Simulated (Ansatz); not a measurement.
# LaB6: optical spectrum from first principles

What colour and refractive index does LaB6 have at this level of theory?

Program: Ansatz 0.2.0. Level of theory: DFT, PBE, plane-wave PAW, default files, scalar-relativistic, independent-particle optical response without local fields. Results are calculated unless marked as measured.

**1. Starting point**

Symmetry: Pm-3m, No. 221, cubic system. The conventional cell has a = 4.157 Å, b = 4.157 Å, c = 4.157 Å, α = 90.00°, β = 90.00°, γ = 90.00°. Nearest to La lie 24 B at 3.05 Å. Nearest to B lie 6 B at 1.64 to 2.51 Å and 4 La at 3.05 Å. Farther neighbours are not listed.

**2. Ground state and bands**

First the ground state: is it a metal or has it a gap?

This step: DFT, PBE, plane-wave PAW, default files, scalar-relativistic, ground state (Ansatz 0.2.0).

Contents of input.yaml:

```yaml
crystal:
  lattice:
    - [4.157, 0.0, 0.0]
    - [0.0, 4.157, 0.0]
    - [0.0, 0.0, 4.157]
  atoms:
    - { symbol: La, position: [0.0, 0.0, 0.0] }
    - { symbol: B, position: [0.5, 0.5, 0.8025] }
    - { symbol: B, position: [0.5, 0.5, 0.1975] }
    - { symbol: B, position: [0.5, 0.8025, 0.5] }
    - { symbol: B, position: [0.8025, 0.5, 0.5] }
    - { symbol: B, position: [0.5, 0.1975, 0.5] }
    - { symbol: B, position: [0.1975, 0.5, 0.5] }
kpoints:
  mp_grid: { grid: [6, 6, 6] }
  band_path:
    path:
      - [[0.0, 0.0, 0.0], [0.0, 0.5, 0.0], [0.5, 0.5, 0.0], [0.0, 0.0, 0.0], [0.5, 0.5, 0.5], [0.0, 0.5, 0.0]]
      - [[0.5, 0.5, 0.0], [0.5, 0.5, 0.5]]
    npoints: 10
scf:
  occupations: { method: fermi_dirac, width: 0.05 }
  n_extra_bands: 11
hamiltonian:
  xc: pbe
  pseudopotentials: { kind: paw }
output:
  forces: true
  stress: true
  populations: true
  write_bands: true
  write_density: true
  write_potential: true
  elf: true
  volumetric_format: npy
```

Run with:

```
> ansatz run input.yaml --threads 4 --pin off --max-ram 8192MiB --backend cpu --events-out ev --progress --plain --runs-dir out
```

Numbers of over 12 decimals in the logs are rounded to 6 here.

Output:

```text
La: projections on atomic orbitals take those of the free atom [Kr 4d10] 4f0 5s2 5p6 5d1 6s2, of charge +0.00 (hamiltonian.pseudopotentials.projection_atoms); the dataset's partial waves leave at most 1.9e-5 of an orbital's norm unspanned inside its sphere
scf.n_extra_bands = 11 over 15 filled bands (N_el = 29.0): the run solves 26 bands
Engine: ansatz 0.2.0, aarch64-unknown-linux-gnu
Pseudopotentials: kind: paw
Pseudopotential: La, paw, valence charge 11, recommended cutoff 420 eV (normal), La.paw.azcp
Pseudopotential: B, paw, valence charge 3, recommended cutoff 420 eV (normal), B.paw.azcp
Functional definition: PBE
  parameter kappa = 0.804
  parameter beta = 0.066725
  exchange = pbe_x(kappa = kappa, mu = beta*pi^2/3)
  correlation = pbe_c(beta = beta)
Crystal: 7 atoms, lattice volume = 71.836 Å³
Basis set: ecut = 420 eV, 1365 PW (Γ), exchange–correlation on 60×60×60 points (8 copies of the dense FFT grid, shifted against one another)
Bands: 26, of which v1, the nominal top of the filled ones, is band 15 counted from 1 (14 counted from 0)
Symmetry: 48 space group operations
Space group: Pm-3m (ITA 221), of the structure as read, at distance tolerance 4.2e-5 Å
k-points: 20 of 216
Non-local potential: La, projectors of the file, l = 0: 3, l = 1: 2, l = 2: 2, l = 3: 3
Non-local potential: B, projectors of the file, l = 0: 2, l = 1: 2, l = 2: 1
PAW form: soft (Blöchl's): semilocal exchange-correlation on the pseudo side does not see the compensation charge
PAW one-centre angular grid: La, 590 points (default); XC on 64 Gauss nodes
PAW one-centre angular grid: B, 110 points (default); XC on 64 Gauss nodes
Initial density: superposition of atomic densities (neutral atoms: chi_scale 0, normalization atom), corrected by the library's trained network
Initial wavefunctions: pseudopotential atomic-orbital guess
Functional: x = pbe(κ = 0.804, μ = 0.219515), c = pbe(β = 0.066725)
SCF iter   1: F=—  HF=-7189.490291 eV  |F-HF|=—  |Δ(HF+E_count)|=         —  Δρ=3.55e-3  dr2=1.02e-2  ethr=1.77e-3  ⟨swp⟩=6.3  Hψ=2425  notcnv=0  defer=2
preconditioner: auto → Kerker (q_TF=auto, 2.345 Å⁻¹)  [metal: Δε(μ)=0.088 eV  Ē_g=11.133 eV  σ=0.050 eV  W_gap=0.39  n_scr=18 (ndim 8)  ℏωp=22.8 eV  f_vac=0.000  D(μ)=1.07/eV (n_scr^D=6)]
SCF iter   2: F=—  HF=-7189.487489 eV  |F-HF|=—  |Δ(HF+E_count)|=   2.80e-3  Δρ=1.52e-3  dr2=1.67e-3  ethr=3.51e-5  ⟨swp⟩=2.2  Hψ=1046  notcnv=0  defer=53
SCF iter   3: F=—  HF=-7189.487112 eV  |F-HF|=—  |Δ(HF+E_count)|=   3.78e-4  Δρ=3.66e-4  dr2=9.39e-5  ethr=5.77e-6  ⟨swp⟩=2.0  Hψ=905  notcnv=0  defer=53
SCF iter   4: F=—  HF=-7189.487132 eV  |F-HF|=—  |Δ(HF+E_count)|=   2.08e-5  Δρ=6.26e-5  dr2=2.96e-6  ethr=3.24e-7  ⟨swp⟩=2.2  Hψ=824  notcnv=0  defer=53
SCF iter   5: F=—  HF=-7189.487133 eV  |F-HF|=—  |Δ(HF+E_count)|=   8.15e-7  Δρ=2.09e-5  dr2=4.03e-7  ethr=1.02e-8  ⟨swp⟩=2.4  Hψ=727  notcnv=0  defer=53
SCF iter   6: F=-7189.487133 eV  HF=-7189.487133 eV  |F-HF|=4.29e-9  |Δ(HF+E_count)|=   1.17e-7  Δρ=4.14e-6  dr2=1.14e-8  ethr=3.45e-10  ⟨swp⟩=12.2  Hψ=3359  notcnv=0
SCF 1 converged in 6 iterations: F = -7189.487133 eV  dr2 = 1.14e-8
  greatest PAW one-centre occupation: 0.970 electrons in one spin orbital (limit 2), on the La atom at site 0 (counted from 0), in its partial waves of l = 0
NSCF: frozen V_eff on 62 k-points
SCF converged after 6 iterations
Free energy (F): -7189.487133 eV
Harris-Foulkes:  -7189.487133 eV  (|F-HF|=4.29e-9)
Internal energy: -7189.478674 eV  (E = F + TS)
E sigma→0 (E₀):  -7189.482903 eV
Entropy (-TS):   -0.008460 eV (-1.209 meV/atom)
Fermi energy:    12.110252 eV
--- Per-component energies (eV) ---
  E_band       = 48.363100
  E_kinetic    = 491.400646
  E_local      = -383.726854  (includes V_loc(G=0)·N_el)
  E_nonlocal   = 166.178200
  E_hartree    = 118.036740
  E_xc         = -334.836202
  E_vxc        = -379.978453  (∫ρ·V_xc dr)
  E_paw        = -5889.792308  (= ΣΔE_a)
  E_vpaw       = -81.585213  (= ΣTr[D̂ρ^β])
  E_aug_tail   = -0.000017  (compensation charges beyond the density's cutoff)
  E_ewald      = -1356.738879
  E_smearing   = -0.008460  (= −TS)
  E_closure    = 0.000000  (closes the sum)
  Σ components = -7189.487133   (vs F -7189.487133, Δ=0.00e0)
--- Forces (eV/Å), atoms counted from 1 ---
  atom   1  La    -0.00000000    -0.00000000     0.00000000
  atom   2  B     -0.00000000    -0.00000000    -0.59471473
  atom   3  B      0.00000000     0.00000000     0.59471473
  atom   4  B      0.00000000    -0.59471473     0.00000000
  atom   5  B     -0.59471473    -0.00000000    -0.00000000
  atom   6  B     -0.00000000     0.59471473     0.00000000
  atom   7  B      0.59471473     0.00000000     0.00000000
  max |Σ_I F_I| component: 1.11e-16 eV/Å
--- Stress (GPa, compression-positive) ---
       -0.638431       0.000000       0.000000
        0.000000      -0.638431       0.000000
        0.000000       0.000000      -0.638431
  P = ⅓ Tr σ = -0.6384 GPa (-6.384 kbar)
--- Band table (eV; the first three rows and the last of 20) ---
  k-point 0: bands = [... 11 lower, 10.3414, 10.3414, 10.3414, 12.2548, 12.2548, 12.2548, 13.5879, 13.5879, ... 7 higher]
  k-point 1: bands = [... 11 lower, 9.6673, 9.6673, 10.4286, 11.2477, 12.9850, 12.9850, 13.6376, 13.9343, ... 7 higher]
  k-point 2: bands = [... 11 lower, 8.9396, 8.9396, 10.0811, 10.6215, 13.5605, 13.5605, 13.6122, 14.0813, ... 7 higher]
  k-point 19: bands = [... 11 lower, 9.7265, 9.7265, 9.7265, 13.5791, 13.8105, 13.8105, 13.8105, 13.8364, ... 7 higher]
--- Löwdin populations: 7 sites ---
  site symbol       q [e]
     0     La     10.0553
     1      B      3.1432
     2      B      3.1432
     3      B      3.1432
     4      B      3.1432
     5      B      3.1432
     6      B      3.1432
  spilling = 0.002950 (of n_electrons = 29.000000)
```

The job ended after 1.9 s (4 threads of Arm Neoverse V1, shared host; peak memory 0.39 GiB; 6.1 s of CPU time).

This step gave:

- free energy: -7189.4871 eV
- Fermi energy: 12.11 eV
- electrons: 29
- symmetry operations: 48
- pressure: -0.6384 GPa
- volume: 71.84 Å³
- gap on the path: 0 eV

There are states at the Fermi level within the smearing, so the occupations stay smeared and the carriers get a Drude term. The cell is left with a pressure of -0.6 GPa and forces up to 0.59 eV/Å, as it stands unrelaxed at this level.

Electronic bands along the path, in eV, zero at the Fermi level; # counts the bands kept:

```tsv
point	#6	#7	#8	#9	#10	#11	#12	#13
Γ	-7.05	-1.77	-1.77	-1.77	0.14	0.14	0.14	1.48
halfway	-4.77	-2.86	-2.86	-1.59	-1.50	1.25	1.25	1.53
X	-3.42	-3.42	-3.23	-2.50	-1.38	1.43	1.55	1.55
halfway	-4.51	-3.97	-3.08	-3.05	-0.82	1.05	1.87	1.88
M	-4.42	-4.42	-2.91	-2.91	0.99	0.99	1.89	1.92
halfway	-4.47	-4.17	-3.54	-2.36	-0.10	0.10	1.74	1.78
Γ	-7.05	-1.77	-1.77	-1.77	0.14	0.14	0.14	1.48
halfway	-4.34	-4.06	-4.06	-3.40	1.01	1.08	1.08	1.80
R	-4.69	-2.38	-2.38	-2.38	1.47	1.70	1.70	1.70
halfway	-4.48	-4.03	-3.39	-2.72	0.40	1.52	1.62	1.78
X	-3.42	-3.42	-3.23	-2.50	-1.38	1.43	1.55	1.55
jump to M	-4.42	-4.42	-2.91	-2.91	0.99	0.99	1.89	1.92
halfway	-4.63	-4.11	-2.54	-2.54	1.42	1.42	1.77	1.78
R	-4.69	-2.38	-2.38	-2.38	1.47	1.70	1.70	1.70
```

Electrostatic potential energy in the ac plane at fractional y = 0.500, with atoms of B within 0.2 Å of it. With pseudopotentials it is smooth inside the atoms' cores, unlike the true potential.

Ten even steps from '_' (-51 eV) to '@' (13 eV), each cell a mean:
```
@@@@@@@@@@%%**++##%%@@@@@@@@
@@@@@@@@@@**::..--##@@@@@@@@
@@@@@@@@%%++____::**@@@@@@@@
@@@@@@@@%%**::..--##@@@@@@@@
@@%%****##%%##**##%%##**##%%
%%**::::++%%%%%%%%##--::--##
##==____--##@@@@%%**..__..++
%%++..__==##%%@@%%##::__::**
@@%%++++##%%####%%%%**++**%%
@@@@%%%%%%##==--++##%%%%@@@@
@@@@@@@@%%++____::**@@@@@@@@
@@@@@@@@%%++..__::**@@@@@@@@
@@@@@@@@@@%%++==**%%@@@@@@@@
@@@@@@@@@@@@%%##%%@@@@@@@@@@
```
Atoms in or near the plane, at fractional coordinates: B at (0.50, 0.80), B at (0.50, 0.20), B at (0.80, 0.50), B at (0.20, 0.50).

ELF in the ac plane at fractional y = 0.500, with atoms of B within 0.2 Å of it. It is the smooth field of the valence electrons, not physical close to the nuclei.

Ten even steps from '0' (0.00) to '9' (0.93), each cell a mean:
```
01136888875310
11245532455321
33456400156533
55578621477655
87568754687557
97225643564148
97002422341028
97104532452038
87457754676458
76578742588656
33467500267543
12345410255421
01236777775311
00137899985310
```
Atoms in or near the plane, at fractional coordinates: B at (0.50, 0.80), B at (0.50, 0.20), B at (0.80, 0.50), B at (0.20, 0.50).

**3. Spectrum**

With the density converged, the vertical transitions are summed over the zone.

This step: DFT, PBE, plane-wave PAW, default files, scalar-relativistic, independent-particle optical response without local fields (Ansatz 0.2.0).

input.yaml, the sections that differ from step 2:

```yaml
kpoints:
  mp_grid: { grid: [6, 6, 6] }
scf:
  occupations: { method: fermi_dirac, width: 0.05 }
output:
  optics:
    e_range: [0, 14]
    de: 0.05
    sigma: 0.15
    drude_damping: 0.1
    nscf_kmesh: { grid: [6, 6, 6] }
    bands: { spectra_wanted_up_to: 14 }
# crystal, hamiltonian: as in step 2
```

Output:

```text
[...]
Crystal: 7 atoms, lattice volume = 71.836 Å³
Basis set: ecut = 420 eV, 1365 PW (Γ)
Bands: 22, of which v1, the nominal top of the filled ones, is band 15 counted from 1 (14 counted from 0)
[... 1 set-up line as in the run before ...]
[...]
k-points: 20 of 216
[...]
SCF iter   1: F=—  HF=-7189.490508 eV  |F-HF|=—  |Δ(HF+E_count)|=         —  Δρ=3.57e-3  dr2=1.03e-2  ethr=1.77e-3  ⟨swp⟩=5.0  Hψ=2041  notcnv=0
[...]
SCF iter   8: F=-7189.487123 eV  HF=-7189.487123 eV  |F-HF|=3.64e-12  |Δ(HF+E_count)|=  1.55e-11  Δρ=1.06e-7  dr2=5.53e-12  ethr=1.00e-12  ⟨swp⟩=7.1  Hψ=1826  notcnv=0
SCF 1 converged in 8 iterations: F = -7189.487123 eV  dr2 = 5.53e-12
[...]
NSCF: frozen V_eff on 20 k-points
[...]
output.optics: what the bands over the 48 summed would add to eps1, eps2 and the energy-loss function is held between a lower and an upper bound (7 Lanczos steps). eps1, eps2 and their loss function (loss_summed_bands) are given on every row as the summed bands alone make them. Along an axis, on a row where the two bounds hold the loss function to about 1 % of the greater of itself and 0.5 % of |1/eps|, its cell (loss_completed) is given, with the completed eps1 and eps2 that it is formed of (a cell that is left empty reads nan in the table and null in the record). The two bounds hold it so along every axis on all 280 rows up to 14.000 eV. [rest of the remark cut]
SCF converged after 8 iterations
Free energy (F): -7189.487123 eV
[...]
Internal energy: -7189.478664 eV  (E = F + TS)
E sigma→0 (E₀):  -7189.482894 eV
Entropy (-TS):   -0.008460 eV (-1.209 meV/atom)
Fermi energy:    12.110226 eV
[...]
--- Band table (eV; the first three rows and the last of 20) ---
  k-point 0: bands = [... 11 lower, 10.3414, 10.3414, 10.3414, 12.2548, 12.2548, 12.2548, 13.5879, 13.5879, ... 3 higher]
  k-point 1: bands = [... 11 lower, 9.6673, 9.6673, 10.4286, 11.2477, 12.9850, 12.9850, 13.6376, 13.9342, ... 3 higher]
  k-point 2: bands = [... 11 lower, 8.9396, 8.9396, 10.0811, 10.6215, 13.5605, 13.5605, 13.6122, 14.0812, ... 3 higher]
  k-point 19: bands = [... 11 lower, 9.7265, 9.7265, 9.7265, 13.5791, 13.8105, 13.8105, 13.8105, 13.8363, ... 3 higher]
```

Elapsed: 50 s, on 4 threads; peak memory 0.94 GiB.

This step gave:

- main peak of the optical conductivity above 1 eV, first axis: 6.363 eV
- Drude plasma energy, first axis: 5.300 eV
- bands summed: 48
- spectra valid up to: 18.21 eV
- program's estimate of the k-sum error in Im epsilon: 0.15 %
- electrons in the f-sum: 25.89

The Im ε, any direction has structure finer than the step of the table below, so its rows give means over 0.5 eV, whole bins alone (the curve runs from 0.3 to 14 eV). Peaks (eV: height): 3.05: 9.55, 4.50: 10.9, 6.35: 9.36, 10.05: 5.09.

Table of Im ε, any direction by photon energy; means over each step:

photon energy (eV), Im ε, any direction and a bar from the least value:
```
      1.0          4 #########
      1.5          1 
      2.0          5 ##########
      2.5          7 #################
      3.0          9 ########################
      3.5          8 #####################
      4.0          9 #########################
      4.5         11 ##############################
      5.0          9 ########################
      5.5          6 ###############
      6.0          7 #################
      6.5          9 ########################
      7.0          8 ####################
      7.5          6 ##############
      8.0          6 ###############
      8.5          6 ###############
      9.0          4 #########
      9.5          4 ########
     10.0          5 ###########
     10.5          5 ##########
     11.0          4 #########
     11.5          3 ######
     12.0          3 ####
     12.5          2 ##
     13.0          2 #
     13.5          2 #
```

Table of Re ε, any direction by photon energy:

```tsv
photon energy (eV)	Re ε, any direction
0.5	-124
1.0	-22.7
1.5	-2.47
2.0	6.14
2.5	6.19
3.0	6.63
3.5	5.63
4.0	6.06
4.5	3.63
5.0	0.172
5.5	1.000
6.0	3.94
6.5	1.23
7.0	-0.524
7.5	-0.502
8.0	0.312
8.5	-1.25
9.0	-1.50
9.5	-0.0412
10.0	-0.128
10.5	-1.04
11.0	-1.97
11.5	-1.86
12.0	-1.94
12.5	-1.65
13.0	-1.25
13.5	-1.26
14.0	-1.14
```

The loss function −Im 1/ε at q → 0, any direction has structure finer than the step of the table below, so its rows give means over 0.25 eV, whole bins alone (the curve runs from 0.3 to 14 eV). Peaks (eV: height): 1.600: 0.766.

Table of loss function −Im 1/ε at q → 0, any direction by energy loss; means over each step:

```tsv
energy loss (eV)	loss function −Im 1/ε at q → 0, any direction
0.50	0.00217
0.75	0.00367
1.00	0.00731
1.25	0.0214
1.50	0.277
1.75	0.208
2.00	0.0802
2.25	0.0791
2.50	0.0794
2.75	0.0674
3.00	0.0714
3.25	0.0868
3.50	0.0846
3.75	0.0773
4.00	0.0753
4.25	0.0774
4.50	0.0827
4.75	0.0911
5.00	0.112
5.25	0.138
5.50	0.162
5.75	0.152
6.00	0.116
6.25	0.0980
6.50	0.110
6.75	0.118
7.00	0.128
7.25	0.149
7.50	0.173
7.75	0.180
8.00	0.162
8.25	0.157
8.50	0.156
8.75	0.176
9.00	0.211
9.25	0.258
9.50	0.263
9.75	0.230
10.00	0.200
10.25	0.198
10.50	0.213
10.75	0.200
11.00	0.194
11.25	0.218
11.50	0.223
11.75	0.230
12.00	0.245
12.25	0.271
12.50	0.292
12.75	0.325
13.00	0.365
13.25	0.362
13.50	0.377
13.75	0.401
```

Values under 1 per cm are given as 1. The absorption coefficient, any direction by photon energy:

photon energy (eV), log10 absorption coefficient, any direction (1/cm) and a bar from the least value:
```
    0.500        5.8 ##############
    1.000        5.7 ############
    1.500        5.4 ###
    2.000        5.3 
    2.500        5.5 ######
    3.000        5.7 ############
    3.500        5.7 ############
    4.000        5.8 ################
    4.500        6.0 ####################
    5.000        6.0 ######################
    5.500        5.9 ###################
    6.000        5.9 ##################
    6.500        6.1 ########################
    7.000        6.2 ##########################
    7.500        6.1 #########################
    8.000        6.1 #########################
    8.500        6.2 ############################
    9.000        6.2 ###########################
    9.500        6.1 #########################
   10.000        6.2 ###########################
   10.500        6.2 ############################
   11.000        6.3 ##############################
   11.500        6.3 ##############################
   12.000        6.3 ##############################
   12.500        6.3 #############################
   13.000        6.2 ############################
   13.500        6.3 ############################
   14.000        6.2 ############################
```

Table of reflectivity at normal incidence, any direction by photon energy; read off at these points:

photon energy (eV), reflectivity at normal incidence, any direction (%) and a bar from the least value:
```
    0.500       95.3 ##############################
    0.750       95.1 ##############################
    1.000       93.8 #############################
    1.250       89.7 ############################
    1.500       65.1 ###################
    1.750       12.4 
    2.000       25.4 #####
    2.250       29.1 ######
    2.500       29.3 ######
    2.750       30.9 #######
    3.000       35.3 ########
    3.250       33.0 #######
    3.500       31.3 #######
    3.750       32.7 #######
    4.000       35.0 ########
    4.250       36.9 #########
    4.500       38.8 ##########
    4.750       40.4 ##########
    4.850       41.0 ##########
    5.000       39.9 ##########
    5.250       36.0 #########
    5.500       30.2 ######
    5.750       26.2 #####
    6.000       27.5 #####
    6.250       35.0 ########
    6.500       37.5 #########
    6.750       38.1 #########
    7.000       39.6 ##########
    7.050       39.7 ##########
    7.250       38.8 ##########
    7.500       35.1 ########
    7.750       31.7 #######
    8.000       33.2 ########
    8.250       35.7 ########
    8.500       39.4 ##########
    8.650       40.3 ##########
    8.750       40.1 ##########
    9.000       38.3 #########
    9.250       32.6 #######
    9.500       27.3 #####
    9.750       27.3 #####
   10.000       31.7 #######
   10.250       35.0 ########
   10.500       35.3 ########
   10.750       35.9 #########
   11.000       41.9 ###########
   11.250       41.0 ##########
   11.500       41.5 ###########
   11.750       43.1 ###########
   12.000       44.3 ############
   12.250       43.4 ###########
   12.500       43.1 ###########
   12.750       42.5 ###########
   13.000       39.1 ##########
   13.250       39.6 ##########
   13.500       40.7 ##########
   13.750       41.6 ###########
   14.000       41.8 ###########
```

From ε follow the optical constants at some laser and lamp lines:

```tsv
wavelength (nm)	n	k	R (%)	1/α
1550	0.56	6.497	95.0	19 nm
1064	0.32	3.686	91.7	23 nm
633	2.60	0.872	24.2	58 nm
450	3.00	1.182	31.0	30 nm
365	2.71	1.437	31.5	20 nm
248	2.13	2.093	39.9	9.4 nm
193	2.34	1.955	37.5	7.9 nm
```

In reflection the computed colour is grey: x = 0.297, y = 0.320, luminous reflectivity 28 %.

**4. What came out**

| Quantity | Value |
| --- | --- |
| gap on the path | 0 eV |
| main peak of the optical conductivity above 1 eV, first axis | 6.36 eV |
| Drude plasma energy, first axis | 5.30 eV |

**Reading.** At this level (PBE, independent particles) LaB6 is a metal with a Drude plasma energy of 5.3 eV; it reflects 29 % at 550 nm. Along x the bare Drude plasma energy is 5.3 eV; Re ε first rises through zero at 1.60 eV, far lower, because interband transitions screen the carriers. In reflection the computed colour is grey: x = 0.297, y = 0.320, luminous reflectivity 28 %. In the base run ε includes the program's bounded estimate of what the bands above those summed add. The carriers' damping of 0.1 eV is typed, not computed; at 0.8 eV the carriers give 74 % of Im ε along the first axis; the rest comes from the sum over bands, which at low energy also holds close bands and the noise of the mesh. Spin-orbit coupling is left out although heavy atoms are present. The Fermi-Dirac width of 0.05 eV acts as an electron temperature of 580 K in the carriers' term.

[Logs are printed without paths, hosts, clocks, repeated set-up lines and the standing remarks that a program may print on its own settings, such as how far it seeks lower states.]

[Hosts, paths, dates, database ids (printed as entryN), source tags and the programs' standing remarks are cut or masked in the printed files.]
